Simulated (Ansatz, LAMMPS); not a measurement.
# Convergence of a linear-scaling basis for amorphous trans-polyacetylene (as short chains C28H32) at 250 K (180 atoms)

Aim: test how closely localised support functions follow the reference on amorphous trans-polyacetylene (as short chains C28H32) at 250 K (180 atoms), and at what cost. A setting counts as converged where the r.m.s. difference of forces stays under 1 % of the r.m.s. force.

Program: Ansatz 0.2.0. Level of theory: Kohn-Sham DFT, PBE+D3(BJ), PAW (set soft_2), plane waves. Results are calculated unless marked as measured.

**1. The structure**

The cell holds 180 atoms: 84 C and 96 H. Its edges and angles: a = 11.950 Å, b = 11.950 Å, c = 11.950 Å, α = 90.0°, β = 90.0°, γ = 90.0°. 3 trans-polyacetylene chains of 13 units with methyl end groups placed at random, at 1.08 g/cm³; overlaps pushed apart, then 20 ps at 800 K with MMFF94 bonds, angles, torsions, charges and radii (Halgren, J. Comput. Chem. 17, 490 (1996)) in harmonic and 12-6 forms. Snapshot after 30 ps at 250 K and fixed volume.

Limits known from the start: The network of contacts between molecules at the start is that of the classical potential that made the cell, and needn't be the one that DFT or experiment would give. The density was typed from a rule of thumb and may lie off the real one at this temperature. Sampling is at Γ alone, for a cell whose shortest periodic width is 12 Å.

**2. The classical run that made the cell**

A classical potential supplies the starting structure, since it reaches far longer times than DFT.

This step: classical MD, MMFF94 bonds, angles, torsions, charges and radii (Halgren, J. Comput. Chem. 17, 490 (1996)) in harmonic and 12-6 forms; charges of ions scaled by 0.8 (LAMMPS 22 Jul 2025 - Update 4).

in.lmp reads:

```
# amorphous trans-polyacetylene
units real
atom_style full
boundary p p p
bond_style harmonic
angle_style harmonic
dihedral_style opls
improper_style harmonic
special_bonds lj 0 0 0.5 coul 0 0 0.75
read_data data.lmp
neigh_modify delay 0 every 1 check yes one 4000
comm_modify cutoff 12.0
timestep 0.5
thermo_style custom step time temp pe press density
thermo_modify norm yes
# push overlapping molecules apart
pair_style soft 2.6
pair_coeff * * 0.0
variable a equal ramp(1,60)
fix ad all adapt 1 pair soft a * * v_a
velocity all create 800 419225 mom yes dist gaussian
fix lim all nve/limit 0.03
fix lan all langevin 800 800 50 419226 zero yes
thermo 1000
run 3000 post no
unfix ad
pair_style lj/cut/coul/long 9.0
pair_modify mix arithmetic tail yes
pair_coeff 1 1 0.0678 3.3680   # C
pair_coeff 2 2 0.0678 3.5860   # C
pair_coeff 3 3 0.0216 2.5400   # H
kspace_style pppm 1.0e-4
thermo 100
minimize 1e-5 1e-3 300 3000
# [... 15 lines left out ...]
compute msd all msd com yes
thermo 7500
fix md all nvt temp 250 250 100
run 30000 post no
print "== T250: mean square displacement over the hold $(c_msd[4]:%.2f) A^2"
unfix md
uncompute msd
write_dump all custom T250.dump id type xs ys zs modify sort id
```

Launch:

```sh
$ lmp -in in.lmp -log none -nocite
```

Numbers of over 12 decimals in the logs are rounded to 6 here.

Log:

```text
LAMMPS (22 Jul 2025 - Update 4)
Reading data file ...
  orthogonal box = (0 0 0) to (11.9497 11.9497 11.9497)
  180 atoms
  orthogonal box = (0 0 0) to (11.9497 11.9497 11.9497)
  177 bonds
  270 angles
  336 dihedrals
  78 impropers
   Step          Time           Temp          PotEng         Press         Density
         0   0              800            0.36555909    -5615.1702      1.0759999
      1000   500            607.18229      2.4760971      53806.498      1.0759999
      2000   1000           591.96202      2.4754246      37681.594      1.0759999
      3000   1500           629.65006      2.4136541      32308.528      1.0759999
[... 29 lines left out ...]
Loop time of 13.7556 s on 1 MPI rank(s) for 20000 steps with 180 atoms
   Step          Time           Temp          PotEng         Press         Density
[... 4 lines left out ...]
Loop time of 13.6435 s on 1 MPI rank(s) for 20000 steps with 180 atoms
   Step          Time           Temp          PotEng         Press         Density
[... 2 lines left out ...]
     52500   51500          239.00734      0.41893693     8145.0857      1.0759999
     60000   59000          295.73625      0.45152101     17733.55       1.0759999
     67500   66500          245.11227      0.4268518      33069.712      1.0759999
     72000   71000          220.77278      0.38823269     16818.161      1.0759999
Loop time of 19.4486 s on 1 MPI rank(s) for 30000 steps with 180 atoms
== T250: mean square displacement over the hold 0.62 A^2
```

Wall time 49 s (1 thread of Arm Neoverse V2, shared host); peak memory 0.12 GiB.

The input also reads data.lmp (atoms, bonds and types; not printed here).

**3. Plane-wave single point**

The first run fixes the reference, at a cutoff of 420 eV.

input.yaml reads:

```yaml
crystal:
  lattice:
    - [11.9497, 0.0, 0.0]
    - [0.0, 11.9497, 0.0]
    - [0.0, 0.0, 11.9497]
  atoms:
    - { symbol: C, position: [0.12991, 0.46108, 0.97454] }
    - { symbol: C, position: [0.05732, 0.4381, 0.8729] }
    - { symbol: C, position: [0.08614, 0.44772, 0.76646] }
    - { symbol: C, position: [0.00266, 0.44269, 0.67718] }
    - { symbol: C, position: [0.02351, 0.47859, 0.5762] }
    - { symbol: C, position: [0.94649, 0.47515, 0.48625] }
    - { symbol: C, position: [0.96943, 0.52858, 0.39344] }
    - { symbol: C, position: [0.89636, 0.52026, 0.29656] }
    - { symbol: C, position: [0.93303, 0.55029, 0.19538] }
    - { symbol: C, position: [0.86934, 0.52967, 0.0965] }
    - { symbol: C, position: [0.80167, 0.44117, 0.08465] }
    - { symbol: C, position: [0.76729, 0.39522, 0.98021] }
    - { symbol: C, position: [0.74129, 0.45121, 0.88694] }
    - { symbol: C, position: [0.70621, 0.39328, 0.78612] }
    - { symbol: C, position: [0.66477, 0.28914, 0.7741] }
    - { symbol: C, position: [0.61618, 0.24754, 0.67252] }
    - { symbol: C, position: [0.63322, 0.28961, 0.57322] }
    - { symbol: C, position: [0.58221, 0.24523, 0.47594] }
    - { symbol: C, position: [0.58861, 0.30055, 0.3782] }
    - { symbol: C, position: [0.52722, 0.25734, 0.28453] }
    - { symbol: C, position: [0.53529, 0.30553, 0.18316] }
    - { symbol: C, position: [0.45733, 0.27788, 0.09404] }
    - { symbol: C, position: [0.46204, 0.33916, 0.00188] }
    - { symbol: C, position: [0.38707, 0.3189, 0.90888] }
    - { symbol: C, position: [0.39501, 0.36857, 0.80816] }
    - { symbol: C, position: [0.33462, 0.32672, 0.72088] }
    - { symbol: C, position: [0.34125, 0.35402, 0.61151] }
    - { symbol: C, position: [0.27942, 0.30739, 0.5147] }
    - { symbol: H, position: [0.09565, 0.5282, 0.02389] }
    - { symbol: H, position: [0.21447, 0.48278, 0.94474] }
    - { symbol: H, position: [0.13341, 0.37867, 0.01381] }
    - { symbol: H, position: [0.97527, 0.40953, 0.88936] }
    [... 142 atom lines left out ...]
    - { symbol: H, position: [0.96723, 0.75545, 0.18552] }
    - { symbol: H, position: [0.97029, 0.76952, 0.97914] }
    - { symbol: H, position: [0.22157, 0.74722, 0.02519] }
    - { symbol: H, position: [0.23648, 0.66832, 0.84351] }
    - { symbol: H, position: [0.08497, 0.66649, 0.84174] }
    - { symbol: H, position: [0.16719, 0.79196, 0.81273] }
kpoints:
  mp_grid: { grid: [1, 1, 1] }
hamiltonian:
  xc: pbe
  dispersion: d3bj
scf:
  occupations: { method: gaussian, width: 0.05 }
output:
  forces: true
  stress: true
  populations: true
  dos:
    method: { smearing: { sigma: 0.1 } }
    de: 0.1
    projected: { site_lists: { C: [C], H: [H] } }
  eigenvalues: true
  write_density: true
  write_potential: true
  volumetric_format: npy
```

Launch:

```sh
$ ansatz run input.yaml --threads 8 --pin off --max-ram 15872MiB --backend cpu --events-out ev --progress --plain --runs-dir out
```

Log:

```text
Engine: ansatz 0.2.0, aarch64-unknown-linux-gnu
Pseudopotentials: kind: paw
Pseudopotential: C, paw, valence charge 4, recommended cutoff 420 eV (normal), C.paw.azcp
Pseudopotential: H, paw, valence charge 1, recommended cutoff 420 eV (normal), H.paw.azcp
[... 5 lines on functional and potentials left out ...]
Crystal: 180 atoms, lattice volume = 1706.361 Å³
Basis set: ecut = 420 eV, 33371 PW (Γ), exchange–correlation on 160×160×160 points (8 copies of the dense FFT grid, shifted against one another)
Bands: 396, of which v1, the nominal top of the filled ones, is band 216 counted from 1 (215 counted from 0)
Symmetry: 1 space group operations
Space group: P1 (ITA 1), of the structure as read, at distance tolerance 1.2e-4 Å
k-points: 1
[... 5 lines on functional and potentials left out ...]
Initial density: superposition of atomic densities (neutral atoms: chi_scale 0, normalization atom), corrected by the library's trained network
Initial wavefunctions: pseudopotential atomic-orbital guess
Functional: x = pbe(κ = 0.804, μ = 0.219515), c = pbe(β = 0.066725)
SCF iter   1: F=—  HF=-22603.766942 eV  |F-HF|=—  |Δ(HF+E_count)|=         —  Δρ=5.25e-3  dr2=6.01e-1  ethr=1.77e-3  ⟨swp⟩=5.0  Hψ=1603  notcnv=0  defer=154
preconditioner: auto → Resta (q_TF=auto, 2.170 Å⁻¹)  ε∞=2.5  [insulator: Δε(μ)=1.185 eV  Ē_g=15.116 eV  σ=0.050 eV  W_gap=1.00  n_scr=304 (ndim 8)  ℏωp=18.7 eV  f_vac=0.134  D(μ)=0.00/eV (n_scr^D=0)  ε∞_Penn≈2.5]
SCF iter   2: F=—  HF=-22603.679969 eV  |F-HF|=—  |Δ(HF+E_count)|=   8.70e-2  Δρ=2.74e-3  dr2=1.17e-1  ethr=1.39e-4  ⟨swp⟩=3.0  Hψ=677  notcnv=0  defer=171
SCF iter   3: F=—  HF=-22603.687455 eV  |F-HF|=—  |Δ(HF+E_count)|=   7.49e-3  Δρ=1.19e-3  dr2=3.50e-2  ethr=2.70e-5  ⟨swp⟩=2.0  Hψ=393  notcnv=0  defer=171
SCF iter   4: F=—  HF=-22603.687416 eV  |F-HF|=—  |Δ(HF+E_count)|=   3.87e-5  Δρ=3.71e-4  dr2=2.98e-3  ethr=8.10e-6  ⟨swp⟩=2.0  Hψ=402  notcnv=0  defer=171
SCF iter   5: F=—  HF=-22603.688489 eV  |F-HF|=—  |Δ(HF+E_count)|=   1.07e-3  Δρ=1.69e-4  dr2=7.56e-4  ethr=6.89e-7  ⟨swp⟩=2.0  Hψ=435  notcnv=0  defer=171
SCF iter   6: F=—  HF=-22603.688657 eV  |F-HF|=—  |Δ(HF+E_count)|=   1.68e-4  Δρ=6.18e-5  dr2=9.41e-5  ethr=1.75e-7  ⟨swp⟩=2.0  Hψ=398  notcnv=0  defer=171
SCF iter   7: F=—  HF=-22603.688700 eV  |F-HF|=—  |Δ(HF+E_count)|=   4.32e-5  Δρ=2.41e-5  dr2=1.30e-5  ethr=2.18e-8  ⟨swp⟩=2.0  Hψ=601  notcnv=0  defer=171
SCF iter   8: F=—  HF=-22603.688708 eV  |F-HF|=—  |Δ(HF+E_count)|=   7.84e-6  Δρ=9.60e-6  dr2=2.28e-6  ethr=3.02e-9  ⟨swp⟩=2.0  Hψ=433  notcnv=0  defer=171
SCF iter   9: F=—  HF=-22603.688709 eV  |F-HF|=—  |Δ(HF+E_count)|=   8.21e-7  Δρ=3.53e-6  dr2=3.06e-7  ethr=5.27e-10  ⟨swp⟩=2.0  Hψ=387  notcnv=0  defer=171
SCF iter  10: F=-22603.688709 eV  HF=-22603.688709 eV  |F-HF|=2.63e-9  |Δ(HF+E_count)|=   1.91e-7  Δρ=1.56e-6  dr2=6.13e-8  ethr=2.31e-11  ⟨swp⟩=20.0  Hψ=3557  notcnv=0
SCF 1 converged in 10 iterations: F = -22603.688709 eV  dr2 = 6.13e-8
  greatest PAW one-centre occupation: 0.698 electrons in one spin orbital (limit 2), on the C atom at site 77 (counted from 0), in its partial waves of l = 0
WARN: The input density's exchange-correlation potential varies sharply where the density is thin. Do not read a vacuum level from v_tot or v_xc, or from such a field of the output density. On a cell that repeats whose density bears no net charge and no dipole along the vacuum's axis use v_es (v_loc + v_h of the components); [...]
SCF converged after 10 iterations
Free energy (F): -22603.688709 eV
Harris-Foulkes:  -22603.688709 eV  (|F-HF|=2.63e-9)
Internal energy: -22603.688709 eV  (E = F + TS)
E sigma→0 (E₀):  -22603.688709 eV
Fermi energy:    1.892320 eV
--- Per-component energies (eV) ---
  E_band       = -2777.561550
  E_kinetic    = 9013.068777
  E_local      = -22688.483632  (includes V_loc(G=0)·N_el)
  E_nonlocal   = 2494.565307
  E_hartree    = 7582.047174
  E_xc         = -4904.073686
  E_vxc        = -6111.137445  (∫ρ·V_xc dr)
  E_paw        = -8408.400137  (= ΣΔE_a)
  E_vpaw       = -649.533517  (= ΣTr[D̂ρ^β])
  E_aug_tail   = -0.133403  (compensation charges beyond the density's cutoff)
  E_ewald      = -5680.007203
  E_disp       = -12.271905  (pairwise vdW)
  E_smearing   = -0.000000  (= −TS)
  E_closure    = 0.000000  (closes the sum)
  Σ components = -22603.688709   (vs F -22603.688709, Δ=0.00e0)
--- Forces (eV/Å), atoms counted from 1 ---
  atom   1  C      0.12048817    -0.92342886    -2.16354393
  atom   2  C      0.54982708     0.24971717     1.47572791
  atom   3  C     -1.03500535     0.51356365    -0.76367200
  atom   4  C      0.80171380    -0.84228538     3.32327505
  atom   5  C      0.70803703     0.03577087    -1.87356714
  atom   6  C      1.17988822     0.23635589     1.98629002
  atom   7  C     -0.37831140     0.33398491    -3.25102342
  atom   8  C      2.43013196     0.50609058     1.46485904
  atom   9  C     -1.09276129     0.32585806    -1.09397055
  atom  10  C     -0.00518937    -0.48903958     1.32656145
  atom  11  C     -0.71884589    -1.56628899    -0.16723404
  atom  12  C     -0.43050991     0.52052419     0.75738936
  atom  13  C      0.53421272    -0.68066806    -0.90466196
  atom  14  C      0.16938806     1.77917120     0.98201419
[...]
atom 179  H      0.41956328     0.15999803    -0.65952020
  atom 180  H     -0.16073122     0.09704099    -0.58559335
  max |Σ_I F_I| component: 6.45e-5 eV/Å
--- Stress (GPa, compression-positive) ---
        3.173371       0.911516       0.665176
        0.911516       2.136625      -1.341176
        0.665176      -1.341176      10.289697
  P = ⅓ Tr σ = 5.1999 GPa (51.999 kbar)
--- Band table (eV) ---
  k-point 0: bands = ["-15.5189", "-15.4161", "-15.3851", "-15.2814", [... 380 levels ...], "12.0633", "12.0997", "12.1151", "12.1813", "12.2350", "12.2576", "12.3199", "12.3488", "12.3652", "12.3871", "12.4154", "12.4722"]
--- Löwdin populations: 180 sites ---
  site symbol       q [e]
     0      C      4.4501
     1      C      4.1131
     2      C      4.1369
[...]
179      H      0.8049
  spilling = 0.012191 (of n_electrons = 432.000000)
```

It took 13 s on 8 threads of Arm Neoverse V2, shared host; peak memory 2.1 GiB.

The program notes that the exchange-correlation potential is rough where the density is thin.

Numbers from this run:

| Property | Result |
| --- | --- |
| free energy | -22603.6887 eV |
| free energy per atom | -125.5760 eV/atom |
| SCF cycles | 10 |
| pressure | 5.2 GPa |
| r.m.s. force component | 0.9569 eV/Å |
| longest force | 3.762 eV/Å |
| Fermi energy | 1.892 eV |
| gap (highest filled to lowest empty level) | 1.151 eV |
| spilling of the projection | 0.01219 |

Neighbours are counted within 1.34 Å (H-C), 1.85 Å (C-C).

Length of the force by element and coordination:

```csv
element,coordination,atoms,mean length of the force (eV/Å),spread,least,most
C,all,84,1.98,0.860,0.347,3.76
C,3,78,1.97,0.880,0.347,3.76
C,4,6,2.06,0.525,0.947,2.52
H,all,96,0.906,0.514,0.197,2.21
```

Löwdin charges by element and coordination (they lack the spilled electrons, 0.029 e an atom on average):

| element | coordination | atoms | mean charge (e) | spread | least | most |
| --- | --- | --- | --- | --- | --- | --- |
| C | all | 84 | -0.144 | 0.0856 | -0.459 | -0.0949 |
| C | 3 | 78 | -0.121 | 0.0127 | -0.148 | -0.0949 |
| C | 4 | 6 | -0.450 | 0.0088 | -0.459 | -0.432 |
| H | all | 96 | 0.181 | 0.0102 | 0.158 | 0.200 |

Density of states as counts of states in windows of 1 eV (from the Fermi level), total and the larger projections:

| from (eV) | to (eV) | total | C p | H s |
| --- | --- | --- | --- | --- |
| -10 | -9 | 25.5 | 13.0 | 6.8 |
| -9 | -8 | 23.4 | 18.0 | 3.9 |
| -8 | -7 | 32.8 | 24.5 | 6.4 |
| -7 | -6 | 41.9 | 29.9 | 10.3 |
| -6 | -5 | 61.2 | 44.2 | 15.5 |
| -5 | -4 | 53.6 | 41.7 | 11.0 |
| -4 | -3 | 21.3 | 19.2 | 2.0 |
| -3 | -2 | 13.7 | 13.1 | 0.5 |
| -2 | -1 | 10.6 | 10.2 | 0.3 |
| -1 | 0 | 7.8 | 7.6 | 0.1 |
| 0 | 1 | 6.0 | 5.8 | 0.1 |
| 1 | 2 | 11.7 | 11.0 | 0.3 |
| 2 | 3 | 12.7 | 10.4 | 1.0 |
| 3 | 4 | 32.9 | 18.4 | 6.0 |
| 4 | 5 | 37.3 | 17.0 | 8.0 |

Between -18 and -10 eV lie 140 more states.

The levels nearest the highest filled one (over half full), pooled over k-points and spins:

```csv
level less the highest filled one (eV),occupation
-0.559,2
-0.426,2
-0.364,2
-0.211,2
-0.0837,2
0,2
1.15,0
1.33,0
1.37,0
1.78,0
1.90,0
1.96,0
```

Electrostatic potential energy in the ac plane at fractional y = 0.003, with atoms of C and H within 0.2 Å of it. With pseudopotentials it is smooth inside the atoms' cores, unlike the true potential.

Values in eV, 13 rows by 16 columns, each cell a mean:
```
  1   5   5   4   3  -8 -27  -1   5   5   2 -13 -42  -9   2 -10
  1   5   5  -1 -17 -28 -28  -3   4   5   5   3  -5 -13 -15 -21
  4   5   5   3 -17 -28   0   5   5   5   5   5   4   3  -2  -2
  5   5   2  -1 -15 -38  -3   5   6   6   5   5   5   5   5   4
  5   5   0 -25 -42  -7   3   5   6   6   5   5   4   4   5   5
  5   4   2 -10 -32  -4   4   5   6   6   5   5   4   4   5   5
  5  -1 -27 -32 -31 -16  -1   5   5   6   5   1 -14  -7   5   5
  5   3 -17 -14   2   4   4   5   5   6   5   2   1   3   5   6
  6   3 -21 -22 -11   4   5   2   2   5   5   3   0  -5   3   5
  6   5   3   1  -1   5   3 -10  -7   5   6   1 -18 -14   1   6
  6   5   5   5   5   5   0  -9   1   5   5   2  -2   2   4   5
  5   5   5   4   3   1 -12 -45 -16   1   5   3 -16 -28  -8   4
  5   5   4   4  -3 -26 -42 -13  -1   3   4  -1 -28 -25   0   4
```
Columns run along a (11.9 Å; values clipped at the 3rd and 97th percentile), rows up along c (11.9 Å). Atoms in or near the plane, at fractional coordinates: C at (0.82, 0.07), C at (0.77, 0.97), H at (0.80, 0.48), H at (0.85, 0.29), H at (0.98, 0.92), C at (0.46, 0.10), C at (0.38, 0.02), C at (0.31, 0.84), C at (0.25, 0.65), C at (0.27, 0.53), H at (0.49, 0.28), H at (0.25, 0.31).

Valence density in the ac plane at fractional y = 0.003, with atoms of C and H within 0.2 Å of it. It is the smooth field of the valence electrons, not physical close to the nuclei.

Ten even steps from '0' (0.0 e/Å³) to '9' (2.2 e/Å³), each cell a mean:
```
0000000000126852000000135787410001
2000000000125763100000023577421246
2000000134468753100000000135544576
1000000158887421000000000012334553
0000000024774100000000000000111221
0000000002574100000000000000000011
0000001124775210000000000000000000
0000024579963100000000000000000000
0000013688621000000000000000000000
0000001378410000000000000000000000
0000112478631000000000000000000000
0012346898864100000000000123100000
0002478864332000000000001245200000
0001367420000000000000001221000000
0001256410000000000000001000000000
0001356652000000000000000111100000
0001223563000001220000001234641000
0000000110000012541000001345531000
0000000000000023320000001232100000
0000000000000124310000001221000000
0000000000000146642000001233321000
0000000000112378875200000257775200
0000000001456897543100000269863100
0000000001368863100000012589521000
```
Columns run along a (11.9 Å), rows up along c (11.9 Å). Atoms in or near the plane, at fractional coordinates: C at (0.82, 0.07), C at (0.77, 0.97), H at (0.80, 0.48), H at (0.85, 0.29), H at (0.98, 0.92), C at (0.46, 0.10), C at (0.38, 0.02), C at (0.31, 0.84), C at (0.25, 0.65), C at (0.27, 0.53), H at (0.49, 0.28), H at (0.25, 0.31).

Mean Löwdin charges: C -0.14, H +0.18 e (they miss 1.2 % of the electrons, so they add up to more than the cell's charge). The largest share in the top eV of filled states is C p (97 % of the projected weight), and in the lowest eV of empty states C p (97 % of the projected weight).

[end of part 1 of 2]

[Logs are printed without paths, hosts, clocks, repeated set-up lines and the standing remarks that a program may print on its own settings, such as how far it seeks lower states.]

[Hosts, paths, dates, database ids (printed as entryN), source tags and the programs' standing remarks are cut or masked in the printed files.]

[The MMFF94 radii named for the starting cell were scaled by 0.96; in molecules described by MMFF94, hydrogen bound to N, O or S took a small fixed 12-6 site in their place.]
